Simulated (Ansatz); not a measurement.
# Stack of Hf2NOS MXene under honeycomb GaN, shifted by two thirds of the diagonal in a perpendicular field, part 2 of 3

Wanted: the out-of-plane response of the stack of Hf2NOS MXene under honeycomb GaN, shifted by two thirds of the diagonal. A positive field points along +c.

Ansatz 0.2.0; plane-wave DFT, PBE-D3(BJ), Ansatz PAW.

So far. Step 2 (Relaxation): The lattice constant a goes from 3.214 to 3.261 Å.

## (3) Atoms held, field 0

A sawtooth potential applies the field, turning back in the middle of the vacuum. With the dipole correction the typed value is the field outside the slab. The induced dipole is small, so the SCF threshold is tight.

The cell differs from the one that the last finished run ended in (c 48.387 → 26.003 Å).

The input, input.yaml:

```yaml
crystal:
  lattice:
    - [3.2609714053, 0.0, 0.0]
    - [-1.6304857027, 2.824084078, 0.0]
    - [0.0, 0.0, 26.0034037952]
  atoms:
    - { symbol: S, position: [0.3333333333, 0.6666666667, 0.3461085353] }
    - { symbol: Hf, position: [0.6666666667, 0.3333333333, 0.4076977625] }
    - { symbol: "N", position: [0.0, 0.0, 0.4597985064] }
    - { symbol: Hf, position: [0.3333333333, 0.6666666667, 0.5091073056] }
    - { symbol: O, position: [0.6666666667, 0.3333333333, 0.545887068] }
    - { symbol: "N", position: [0.3333333333, 0.6666666667, 0.6537566718] }
    - { symbol: Ga, position: [0.0, 0.0, 0.6538914647] }
kpoints:
  mp_grid: { grid: [18, 18, 1] }
  band_path:
    path: [[0, 0, 0], [0.5, 0, 0], [0.33333333, 0.33333333, 0], [0, 0, 0]]
    npoints: 16
hamiltonian:
  xc: pbe
  dispersion: d3bj
scf:
  occupations: { method: fermi_dirac, width: 0.02585 }
  convergence: { dr2_threshold: 1.0e-10 }
efield:
  axis: 3
  dipole_correction: true
  ramp_position: 0.97
  ramp_width: 0.06
  amplitude: 0
output:
  dos: { projected: true, e_range: [-6, 5] }
  bader: true
  write_potential: true
  write_density: true
  volumetric_format: npy
  elf: true
```

Launch:

```bash
$ ansatz run input.yaml --threads 4 --pin off --max-ram 6144MiB --backend cpu --events-out ev --progress --plain --runs-dir out
```

Numbers of over 12 decimals in the logs are rounded to 6 here.

What it wrote:

```text
[...]
Crystal: 7 atoms, lattice volume = 239.472 Å³
Basis set: ecut = 420 eV, 4779 PW (Γ)
Bands: 53, of which v1, the nominal top of the filled ones, is band 44 counted from 1 (43 counted from 0)
Symmetry: 6 space group operations
[...]
k-points: 37 of 324 (time reversal used)
[...]
SCF iter   1: F=—  HF=-37472.594437 eV  |F-HF|=—  |Δ(HF+E_count)|=         —  Δρ=3.83e-3  dr2=3.07e-1  ethr=1.77e-3  p=0.122 e·Å  D=9.22e-2 V/Å  ΔV_dip=-2.40 eV  dr2_dipole=1.13e-1  V_vac-E_F(+/−)=3.58/5.98 eV  ⟨swp⟩=8.2  Hψ=8229  notcnv=0  defer=17
efield: sawtooth ramp at fractional position 0.9700 (set: `efield.ramp_position`, or a place that a band, a saddle search or an elastic batch's reference lends), width 0.0600; the density the first Hamiltonian is built on has a dipole p = 0.122 e·Å; the dipole correction subtracts the counter field D = 9.22e-2 V/Å, which shifts the + side's vacuum level by -2.40 eV against the − side's; the planar-averaged density in the ramp window peaks in size at 2.1e-5 e/Å³
[...]
SCF iter   2: F=—  HF=-37472.579727 eV  |F-HF|=—  |Δ(HF+E_count)|=   1.47e-2  Δρ=2.06e-3  dr2=1.04e-1  ethr=3.53e-4  p=0.065 e·Å  D=4.92e-2 V/Å  ΔV_dip=-1.28 eV  dr2_dipole=1.33e-2  V_vac-E_F(+/−)=4.37/5.65 eV  ⟨swp⟩=2.6  Hψ=2698  notcnv=0  defer=138
[...]
SCF iter  14: F=-37472.569894 eV  HF=-37472.569894 eV  |F-HF|=2.91e-11  |Δ(HF+E_count)|=  8.73e-11  Δρ=8.63e-8  dr2=3.87e-11  ethr=1.00e-12  p=0.061 e·Å  D=4.59e-2 V/Å  ΔV_dip=-1.19 eV  dr2_dipole=6.10e-12  V_vac-E_F(+/−)=4.23/5.43 eV  ⟨swp⟩=14.1  Hψ=7342  notcnv=0
SCF 1 converged in 14 iterations: F = -37472.569894 eV  dr2 = 3.87e-11
[...]
NSCF: frozen V_eff on 49 k-points
efield: sawtooth ramp at fractional position 0.9700 (kept from the solve that this one continues, or follows in the run), width 0.0600; the density the first Hamiltonian is built on has a dipole p = 0.061 e·Å; the dipole correction subtracts the counter field D = 4.59e-2 V/Å, which shifts the + side's vacuum level by -1.19 eV against the − side's; the planar-averaged density in the ramp window peaks in size at 6.2e-6 e/Å³
[...]
SCF converged after 14 iterations
Free energy (F): -37472.569894 eV
[...]
Internal energy: -37472.564506 eV  (E = F + TS)
E sigma→0 (E₀):  -37472.567200 eV
Entropy (-TS):   -0.005388 eV (-0.770 meV/atom)
Fermi energy:    3.018242 eV
Dipole field:    D = 0.045917 V/Å  (p = 0.060766 e·Å, saw-weighted, corrected)
Work function:   Φ+ = 4.2321 eV   Φ− = 5.4260 eV
Levels:          The Fermi level and band energies are counted from a zero that moves with the ramp; work functions are not
[...]
--- Band table (eV; the first three rows and the last of 37) ---
  k-point 0: bands = [... 40 lower, 1.5394, 2.0201, 2.0201, 3.6688, 3.7877, 3.7877, 3.9842, 5.0062, ... 5 higher]
  k-point 1: bands = [... 40 lower, 1.4794, 1.8029, 1.9400, 3.5847, 3.9177, 3.9184, 4.2187, 5.0602, ... 5 higher]
  k-point 2: bands = [... 40 lower, 1.3114, 1.3997, 1.7712, 3.3373, 4.1883, 4.2226, 4.6999, 5.1701, ... 5 higher]
  k-point 36: bands = [... 40 lower, -0.5262, 0.0033, 1.8795, 4.3610, 4.5493, 5.2850, 6.2301, 6.3456, ... 5 higher]
--- Bader charges: 7 sites ---
  site symbol  charge [e]  shift [e]
     0      S     -0.9997     0.0002
     1     Hf      1.8986     0.0006
     2      N     -1.9056     0.0012
     3     Hf      2.3105     0.0038
     4      O     -1.3250     0.0029
     5      N     -1.5012     0.0121
     6     Ga      1.5225     0.0121
  estimated error of the sums over rays = 7.4e-4 e
```

Elapsed: 49 s, on 4 threads of Arm Neoverse V1, shared host; peak memory 0.95 GiB; 3.2 min of CPU time.

Reading the cycles: dr2 is the Hartree energy of the density residual (eV), the measure of convergence; HF is the Harris–Foulkes estimate of the energy, which meets the free energy F at convergence.

Numbers from this step:

```
energy at zero smearing        : -37472.5672 eV
work function, upper face      : 4.232 eV
work function, lower face      : 5.426 eV
dipole along the normal        : 0.06077 e·Å
step between the vacuum levels : -1.194 eV
```

Running mean over a fixed 2.7 Å (it still follows the layers) of the planar mean; the ramp of the sawtooth is left out. Electron's electrostatic potential energy less the Fermi level against z:

| z (Å) | electron's electrostatic potential energy less the Fermi level (eV) |
| --- | --- |
| 3.5 | 5.43 |
| 4.0 | 5.43 |
| 4.5 | 5.43 |
| 5.0 | 5.42 |
| 5.5 | 5.42 |
| 6.0 | 5.40 |
| 6.5 | 5.28 |
| 7.0 | 4.67 |
| 7.5 | 2.87 |
| 8.0 | 0.554 |
| 8.5 | -1.63 |
| 9.0 | -4.47 |
| 9.5 | -7.65 |
| 10.0 | -9.31 |
| 10.5 | -9.55 |
| 11.0 | -9.90 |
| 11.5 | -10.4 |
| 12.0 | -10.6 |
| 12.5 | -10.9 |
| 13.0 | -11.3 |
| 13.5 | -10.0 |
| 14.0 | -7.86 |
| 14.5 | -4.99 |
| 15.0 | -2.38 |
| 15.5 | -1.69 |
| 16.0 | -2.80 |
| 16.5 | -3.82 |
| 17.0 | -4.06 |
| 17.5 | -3.77 |
| 18.0 | -2.26 |
| 18.5 | 0.783 |
| 19.0 | 3.18 |
| 19.5 | 3.99 |
| 20.0 | 4.17 |
| 20.5 | 4.22 |
| 21.0 | 4.23 |
| 21.5 | 4.23 |
| 22.0 | 4.23 |
| 22.5 | 4.23 |

The density of states has structure finer than the step of the table below, so its rows give means over 0.25 eV, whole bins alone (the curve runs from -6 to 1.99 eV). Peaks (eV: height): -5.750: 12.0, -5.340: 8.77, -5.260: 8.75, -4.790: 7.06, -4.540: 8.90, -4.180: 9.44, -2.860: 7.90.

The density of states by energy, zero at the Fermi level; means over each step:

energy (eV), density of states (states/eV a cell) and a bar:
```
    -5.75        4.0 ###############
    -5.50        3.2 ############
    -5.25        5.2 #####################
    -5.00        3.6 ##############
    -4.75        5.1 ####################
    -4.50        7.2 ##############################
    -4.25        6.0 #########################
    -4.00        3.4 #############
    -3.75        1.8 #####
    -3.50        2.0 ######
    -3.25        3.6 ##############
    -3.00        4.4 #################
    -2.75        4.8 ###################
    -2.50        2.4 ########
    -2.25        3.2 ###########
    -2.00        3.1 ###########
    -1.75        3.5 #############
    -1.50        3.1 ###########
    -1.25        1.8 #####
    -1.00        0.7 
    -0.75        0.9 #
    -0.50        1.0 #
    -0.25        1.1 ##
     0.00        1.2 ##
     0.25        1.6 ####
     0.50        1.1 ##
     0.75        0.8 #
     1.00        1.9 #####
     1.25        1.5 ####
     1.50        1.6 ####
     1.75        3.0 ###########
```

Projected DOS per atom over height of the atomic layer and energy from the Fermi level. Layers: S Hf N Hf O GaN from below.

Ten even steps from '_' (0.00 states/eV) to '@' (2.06 states/eV), each cell a mean:
```
__--..**____
__::__::____
__::__::____
__..__..____
__::__::____
__::__..____
__..__..____
__..________
..__________
::..______==
**::______--
++..______--
++..______::
@@::::__..--
++..______--
::________..
==::--__--..
++==%%..##..
----**..%%..
::..--..++..
__::**--++__
____----##__
```
Columns: height of the atomic layer (Å) from 9 to 17.0 (not evenly spaced); rows upwards: energy from the Fermi level (eV) from -5.96 to 1.96.

The electronic bands at the labelled points (eV, zero at the Fermi level):

```csv
point,band 40,band 41,band 42,band 43,band 44,band 45,band 46,band 47
Γ,-1.48,-1.48,-1.00,-1.00,0.65,0.77,0.77,0.97
halfway,-2.60,-2.46,-2.38,-1.60,-0.46,1.78,2.14,2.28
M,-3.14,-2.83,-1.79,-1.44,-1.09,1.73,2.92,3.67
halfway,-4.02,-3.27,-2.59,-1.30,-0.01,2.24,2.43,3.06
K,-4.48,-3.54,-3.02,-1.14,1.34,1.53,2.27,3.21
halfway,-3.00,-2.86,-2.28,-2.07,0.48,0.67,2.61,2.83
Γ,-1.48,-1.48,-1.00,-1.00,0.65,0.77,0.77,0.97
```

Valence density in the ca plane at fractional y = 0.667, with atoms of S and Hf and N within 0.2 Å of it. It is the smooth field of the valence electrons, not physical close to the nuclei.

Ten steps, logarithmic in the rise over the least value, from '0' (0 e/Å³) to '9' (25 e/Å³), each cell a mean:
```
00000000000000000001111232222211112100001111
00000000000000000000111233222211112100001111
00000000000000000012221222111122221100001222
00000000000000000123332111111256642000012343
00000000000000000233233211001379973100013555
00000000000000000233233211001479974100013555
00000000000000000123332111111257752000012443
00000000000000000012222111111123321100001222
```
Columns run along c (16.0 Å, from fractional 0.07 to 0.68 of the cell), rows up along a (3.3 Å). Atoms in or near the plane, at fractional coordinates: S at (0.35, 0.33), Hf at (0.51, 0.33), N at (0.65, 0.33).

ELF in the ca plane at fractional y = 0.667, with atoms of S and Hf and N within 0.2 Å of it. It is the smooth field of the valence electrons, not physical close to the nuclei.

Ten even steps from '0' (0.00) to '9' (0.92), each cell a mean:
```
00000001233212213663113564101222221100000000
00000001222112213664113664101122221100000000
00000246787521112441122243002344443210000000
00013689988862112213675210014788876320000000
00024799724775322127988510026874787531000000
00025799713775322127988610026872687531000000
00013689978863112214786300015788886421000000
00001357888631112431222232002455553210000000
```
Columns run along c (16.0 Å, from fractional 0.22 to 0.84 of the cell), rows up along a (3.3 Å). Atoms in or near the plane, at fractional coordinates: S at (0.35, 0.33), Hf at (0.51, 0.33), N at (0.65, 0.33).

Electrostatic potential energy in the ca plane at fractional y = 0.667, with atoms of S and Hf and N within 0.2 Å of it. With pseudopotentials it is smooth inside the atoms' cores, unlike the true potential.

Ten even steps from '0' (-37 eV) to '9' (8 eV), each cell a mean:
```
98865568888888899999877789999999999999999999
98865567888888899999876789999999999999999999
88876678887656789999988899999999999999999999
24788888863102589999974689999999999999999999
10488888750000378999820169999999999999999999
20488888750000378999810069999999999999999999
12688888863001579999963589999999999999999999
77877778886556789999988899999999999999999999
```
Columns run along c (16.0 Å, from fractional 0.35 to 0.96 of the cell; values clipped at the 3rd and 97th percentile), rows up along a (3.3 Å). Atoms in or near the plane, at fractional coordinates: Hf at (0.51, 0.33), N at (0.65, 0.33).

The work function of the upper face is 4.23 eV.

## (4) Single point, field 0.05 V/Å

input.yaml, as its differences from that of step 3:

```diff
@@ -29,6 +29,4 @@
   ramp_width: 0.06
-  amplitude: 0
+  amplitude: 0.05
 output:
-  dos: { projected: true, e_range: [-6, 5] }
-  bader: true
   write_potential: true
@@ -36,2 +34 @@
   volumetric_format: npy
-  elf: true
```

What it wrote:

```text
[...]
Crystal: 7 atoms, lattice volume = 239.472 Å³
Basis set: ecut = 420 eV, 4779 PW (Γ)
Bands: 53, of which v1, the nominal top of the filled ones, is band 44 counted from 1 (43 counted from 0)
Symmetry: 6 space group operations
[...]
k-points: 37 of 324 (time reversal used)
[...]
k-point 0: bands = [... 40 lower, 1.5746, 2.0012, 2.0012, 3.6521, 3.7739, 3.7739, 4.0195, 4.9920, ... 5 higher]
  k-point 1: bands = [... 40 lower, 1.5145, 1.7840, 1.9210, 3.5688, 3.9036, 3.9045, 4.2534, 5.0459, ... 5 higher]
  k-point 2: bands = [... 40 lower, 1.3465, 1.3810, 1.7520, 3.3219, 4.1733, 4.2087, 4.7332, 5.1558, ... 5 higher]
  k-point 36: bands = [... 40 lower, -0.5465, -0.0201, 1.9140, 4.3478, 4.5365, 5.2713, 6.2172, 6.3337, ... 5 higher]
[key lines of the parts left out:]
SCF converged after 18 iterations
Free energy (F): -37472.573518 eV
Fermi energy:    3.003081 eV
Dipole field:    D = 0.063634 V/Å  (p = 0.084213 e·Å, saw-weighted, corrected)
```

Wall time 38 s (4 threads); peak memory 0.91 GiB.

The dipole is 0.0842 e·Å, 0.0234 e·Å from its value without field.

## (5) Atoms held, field -0.05 V/Å

input.yaml, as its differences from that of step 4:

```diff
@@ -29,3 +29,3 @@
   ramp_width: 0.06
-  amplitude: 0.05
+  amplitude: -0.05
 output:
```

What it wrote:

```text
[...]
Crystal: 7 atoms, lattice volume = 239.472 Å³
Basis set: ecut = 420 eV, 4779 PW (Γ)
Bands: 53, of which v1, the nominal top of the filled ones, is band 44 counted from 1 (43 counted from 0)
Symmetry: 6 space group operations
[...]
k-points: 37 of 324 (time reversal used)
[...]
k-point 0: bands = [... 40 lower, 1.5039, 2.0390, 2.0390, 3.6850, 3.8016, 3.8016, 3.9482, 5.0204, ... 5 higher]
  k-point 1: bands = [... 40 lower, 1.4439, 1.8218, 1.9589, 3.6006, 3.9314, 3.9323, 4.1834, 5.0746, ... 5 higher]
  k-point 2: bands = [... 40 lower, 1.2758, 1.4186, 1.7903, 3.3526, 4.2030, 4.2364, 4.6650, 5.1848, ... 5 higher]
  k-point 36: bands = [... 40 lower, -0.5059, 0.0266, 1.8445, 4.3742, 4.5621, 5.2986, 6.2431, 6.3563, ... 5 higher]
[key lines of the parts left out:]
SCF converged after 18 iterations
Free energy (F): -37472.567441 eV
Fermi energy:    3.033385 eV
Dipole field:    D = 0.028208 V/Å  (p = 0.037330 e·Å, saw-weighted, corrected)
```

Elapsed: 37 s, on 4 threads; peak memory 0.9 GiB; 2.4 min of CPU time.

The dipole is 0.0373 e·Å, -0.0234 e·Å from its value without field.

## (6) Atoms held, field 0.1 V/Å

input.yaml, as its differences from that of step 5:

```diff
@@ -29,3 +29,3 @@
   ramp_width: 0.06
-  amplitude: -0.05
+  amplitude: 0.1
 output:
```

What it wrote:

```text
[...]
Crystal: 7 atoms, lattice volume = 239.472 Å³
Basis set: ecut = 420 eV, 4779 PW (Γ)
Bands: 53, of which v1, the nominal top of the filled ones, is band 44 counted from 1 (43 counted from 0)
Symmetry: 6 space group operations
[...]
k-points: 37 of 324 (time reversal used)
[...]
k-point 0: bands = [... 40 lower, 1.6093, 1.9823, 1.9823, 3.6353, 3.7601, 3.7601, 4.0542, 4.9778, ... 5 higher]
  k-point 1: bands = [... 40 lower, 1.5492, 1.7652, 1.9021, 3.5529, 3.8892, 3.8907, 4.2873, 5.0318, ... 5 higher]
  k-point 2: bands = [... 40 lower, 1.3623, 1.3811, 1.7328, 3.3065, 4.1582, 4.1949, 4.7648, 5.1422, ... 5 higher]
  k-point 36: bands = [... 40 lower, -0.5668, -0.0434, 1.9480, 4.3346, 4.5237, 5.2576, 6.2043, 6.3211, ... 5 higher]
[key lines of the parts left out:]
SCF converged after 18 iterations
Free energy (F): -37472.578315 eV
Fermi energy:    2.987928 eV
Dipole field:    D = 0.081359 V/Å  (p = 0.107671 e·Å, saw-weighted, corrected)
```

Run time: 39 s. Hardware: 4 threads; peak memory 0.91 GiB.

The dipole is 0.108 e·Å, 0.0469 e·Å from its value without field.

## (7) Single point, field 0.2 V/Å

input.yaml, as its differences from that of step 6:

```diff
@@ -29,3 +29,3 @@
   ramp_width: 0.06
-  amplitude: 0.1
+  amplitude: 0.2
 output:
```

What it wrote:

```text
[...]
Crystal: 7 atoms, lattice volume = 239.472 Å³
Basis set: ecut = 420 eV, 4779 PW (Γ)
Bands: 53, of which v1, the nominal top of the filled ones, is band 44 counted from 1 (43 counted from 0)
Symmetry: 6 space group operations
[...]
k-points: 37 of 324 (time reversal used)
[...]
k-point 0: bands = [... 40 lower, 1.6772, 1.9446, 1.9446, 3.6013, 3.7325, 3.7325, 4.1212, 4.9499, ... 5 higher]
  k-point 1: bands = [... 40 lower, 1.6170, 1.7277, 1.8644, 3.5209, 3.8599, 3.8630, 4.3523, 5.0045, ... 5 higher]
  k-point 2: bands = [... 40 lower, 1.3252, 1.4489, 1.6946, 3.2757, 4.1276, 4.1673, 4.8216, 5.1183, ... 5 higher]
  k-point 36: bands = [... 40 lower, -0.6071, -0.0899, 2.0147, 4.3082, 4.4981, 5.2302, 6.1786, 6.2939, ... 5 higher]
[key lines of the parts left out:]
SCF converged after 18 iterations
Free energy (F): -37472.591430 eV
Fermi energy:    2.957693 eV
Dipole field:    D = 0.116859 V/Å  (p = 0.154652 e·Å, saw-weighted, corrected)
```

Run time: 38 s. Hardware: 4 threads; peak memory 0.9 GiB; 2.5 min of CPU time.

The dipole is 0.155 e·Å, 0.0939 e·Å from its value without field.

## (8) Atoms held, field 0.3 V/Å

input.yaml, as its differences from that of step 7:

```diff
@@ -29,4 +29,6 @@
   ramp_width: 0.06
-  amplitude: 0.2
+  amplitude: 0.3
 output:
+  dos: { projected: true, e_range: [-6, 5] }
+  bader: true
   write_potential: true
@@ -34 +36,2 @@
   volumetric_format: npy
+  elf: true
```

What it wrote:

```text
[...]
Crystal: 7 atoms, lattice volume = 239.472 Å³
Basis set: ecut = 420 eV, 4779 PW (Γ)
Bands: 53, of which v1, the nominal top of the filled ones, is band 44 counted from 1 (43 counted from 0)
Symmetry: 6 space group operations
[...]
k-points: 37 of 324 (time reversal used)
[...]
k-point 36: bands = [... 40 lower, -0.6470, -0.1362, 2.0793, 4.2819, 4.4725, 5.2031, 6.1530, 6.2652, ... 5 higher]
--- Bader charges: 7 sites ---
  site symbol  charge [e]  shift [e]
     0      S     -1.0123     0.0002
     1     Hf      1.8972     0.0006
     2      N     -1.9058     0.0012
     3     Hf      2.3147     0.0038
     4      O     -1.3210     0.0029
     5      N     -1.4982     0.0121
     6     Ga      1.5253     0.0121
  estimated error of the sums over rays = 6.7e-4 e
[key lines of the parts left out:]
SCF converged after 17 iterations
Free energy (F): -37472.609249 eV
Fermi energy:    2.927675 eV
Dipole field:    D = 0.152438 V/Å  (p = 0.201737 e·Å, saw-weighted, corrected)
```

Run time: 53 s. Hardware: 4 threads; peak memory 0.94 GiB; 3.4 min of CPU time.

The dipole is 0.202 e·Å, 0.141 e·Å from its value without field.

(Continued in part 3 of 3.)

[Logs are printed without paths, hosts, clocks, repeated set-up lines and the standing remarks that a program may print on its own settings, such as how far it seeks lower states.]

[Hosts, paths, dates, database ids (printed as entryN), source tags and the programs' standing remarks are cut or masked in the printed files.]

[Maps of the electrostatic potential energy from Ansatz leave out the sawtooth potential of an applied field or a dipole correction, so their vacuum need not be flat; planar profiles and work functions include it.]

[The density of states shown here was stored with 400 of the rows of the run's finer table, so its peaks can read low, often by over a quarter, or be missed, and its means over a window can be off by a tenth or more.]
